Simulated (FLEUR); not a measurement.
# MnZn: energy over the lowest against total spin moment, fitted and tested on a withheld row

System: MnZn, 1 Mn and 1 Zn in the cell, space group Pm-3m. Cell as run: a = 3.070, b = 3.070, c = 3.070 Å, angles 90.0, 90.0, 90.0°, 2 atoms. From the study “Fixed-spin-moment curve of MnZn with FLEUR”.

Method: LDA (VWN); all-electron FLAPW, Dirac cores, scalar-relativistic bands (FLEUR MaX-R8.1). Settings shared by all rows: kmax 3.6 1/bohr, hist occupations, smearing width 0.03 eV, 10×10×10 k-mesh.

Computed values, one withheld:

| total spin moment (μB a cell) | energy over the lowest (meV a cell) |
| --- | --- |
| 0 | 805.9 |
| 0.687 | 741.0 |
| 1.374 | 542.6 |
| 2.061 | 263.2 |
| 2.747 | 30.6 |
| 3.0527 | 0.0 |
| 3.434 | ? |
| 4.121 | 283.5 |

What energy over the lowest should the row at total spin moment = 3.434 μB a cell hold? Fit a suitable law to the other rows.

**Law.** Time reversal makes the energy at fixed moment even in the moment, so it is expanded as a Landau series in M². In symbols, E = c0 + c2 M² + c4 M⁴ + c6 M⁶, with energy over the lowest in meV a cell.

**Fit.** Least squares on 7 rows gives c0 = 813.341, c2 = -164.46, c4 = 8.5685 and c6 = -0.042385.

| total spin moment (μB a cell) | computed | fit | computed − fit |
| --- | --- | --- | --- |
| 0 | 805.9 | 813.34 | -7.44 |
| 0.687 | 741.0 | 737.63 | 3.37 |
| 1.374 | 542.6 | 533.11 | 9.49 |
| 2.061 | 263.2 | 266.11 | -2.91 |
| 2.747 | 30.6 | 42.02 | -11.42 |
| 3.0527 | 0.0 | -9.44 | 9.44 |
| 4.121 | 283.5 | 284.02 | -0.52 |

The fit has a minimum at M = 3.22 μB a cell. Its quadratic term is negative, which makes M = 0 a maximum of the fitted curve.

**Prediction.** At total spin moment = 3.434 μB a cell the law predicts -4.00 meV a cell. The computed value is 40.1 meV a cell, 44.10 above the prediction. The row lies between fitted rows, so this is an interpolation. The miss is 5.9 times the rms residual of the fit, 7.42.

So the prediction fails: the law follows the fitted rows but not this one.

[Hosts, paths, dates, database ids (printed as entryN), source tags and the programs' standing remarks are cut or masked in the printed files.]

[Where a cell is said to come from a database of computed structures, the database is the Materials Project.]
